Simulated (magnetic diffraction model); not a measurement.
# Solving a magnetic structure from powder neutron data: Sr6NdAg

Space group Amm2 (no. 38), a = 6.4640 Å, b = 7.6670 Å, c = 13.8010 Å.

| site | atom | x | y | z |
| --- | --- | --- | --- | --- |
| 2b | Nd | 1/2 | 1/2 | 0.1673 |
| 2b | Ag | 1/2 | 0 | 0.1672 |
| 2a | Sr | 0 | 1/2 | 0.3374 |
| 2a | Sr | 0 | 0 | 0.3312 |
| 4d | Sr | 0 | 0.2367 | 0.0826 |
| 4e | Sr | 1/2 | 0.7510 | 0.4161 |

This is a made-up structure (elements placed in a structure type, unrelaxed), so the numbers test the method and describe no known phase.

Only Nd is taken to order (form factors of Nd3+); orders and moment sizes are assumed, and not adapted to the symmetry. Radiation: neutrons of λ = 1.909 Å, 3° to 35°; isotropic B of 0.49 Å² (Nd), 0.45 Å² (Ag) and 0.55 Å² (Sr). The intensities are simulated: I ∝ L Σ (|F_N|² + |F_M⊥|²) for unpolarised neutrons, with F_M = 2.695 fm/μB × Σ f(s) S exp(2πi Q·r) exp(−B s²) at Q = H ± k (one set where k and −k are equivalent), only the part normal to Q counting and L = 1/(sin²θ cos θ). For collinear order S is the moment m, which repeats by lattice and centring translations R with the sign exp(−2πi k·R). Form factors are spin-only for 3d ions and dipole or tabulated for f ions, scattering lengths are Sears's of 1992, and absorption is left out. A label names one of the reflections at its angle. The strongest nuclear line in the range is 100, and lines under 0.2 are left out.

Above the ordering temperature:

```tsv
2θ (°)	index	I
23.68	(1 1 1)	2.6
28.01	(0 1 3)	0.3
32.12	(0 0 4)	28.5
32.93	(1 1 3)	0.4
33.10	(0 2 2)	53.1
34.35	(2 0 0)	100.0
```

Below it (cell unchanged):

| 2θ (°) | I |
| --- | --- |
| 14.30 | 6.1 |
| 18.77 | 5.8 |
| 21.45 | 2.4 |
| 22.27 | 5.0 |
| 23.68 | 2.6 |
| 27.49 | 4.2 |
| 28.01 | 0.3 |
| 29.51 | 0.9 |
| 29.95 | 2.5 |
| 32.12 | 28.5 |
| 32.93 | 0.4 |
| 33.10 | 53.1 |
| 34.35 | 100.0 |
| 34.63 | 3.7 |

**Question.** Find the propagation vector, then choose among these models:
A. collinear moments along [100], 2.2 μB on Nd
B. collinear moments along [111], 2.2 μB on Nd
C. collinear moments along [001], 2.2 μB on Nd

The new lines index as (0 1 0) at 14.30°, (1 0 1) at 18.77°, (0 1 2) at 21.45° and (1 1 0) at 22.27°, that is as H ± k with k = (0 1 0). The indices are whole but break the lattice centring, so the moments reverse under a centring translation, those with k·t a half-integer.

Magnetic intensity, observed (below minus above) and for each model:

| 2θ (°) | index | observed | A | B | C |
| --- | --- | --- | --- | --- | --- |
| 7.93 | (0 0 1) | <0.2 | 20.1 | 7.0 | <0.2 |
| 14.30 | (0 1 0) | 6.1 | 6.1 | 4.9 | 6.1 |
| 18.77 | (1 0 1) | 5.8 | 1.3 | 5.4 | 5.8 |
| 21.45 | (0 1 2) | 2.4 | 5.4 | 2.9 | 2.4 |
| 22.27 | (1 1 0) | 5.0 | 2.1 | 4.1 | 5.0 |
| 23.95 | (0 0 3) | <0.2 | 2.1 | 0.7 | <0.2 |
| 29.51 | (1 0 3) | 0.9 | 1.8 | 1.4 | 0.9 |
| 34.63 | (1 2 1) | 3.7 | 3.0 | 3.1 | 3.7 |

Model C matches.

The absence at (0 0 1) is telling: Q lies along the moments there, so the part normal to Q vanishes.

The structure used: k = (0 1 0), collinear moments along [001], 2.2 μB on Nd.

[Logs are printed without paths, hosts, clocks, repeated set-up lines and the standing remarks that a program may print on its own settings, such as how far it seeks lower states.]
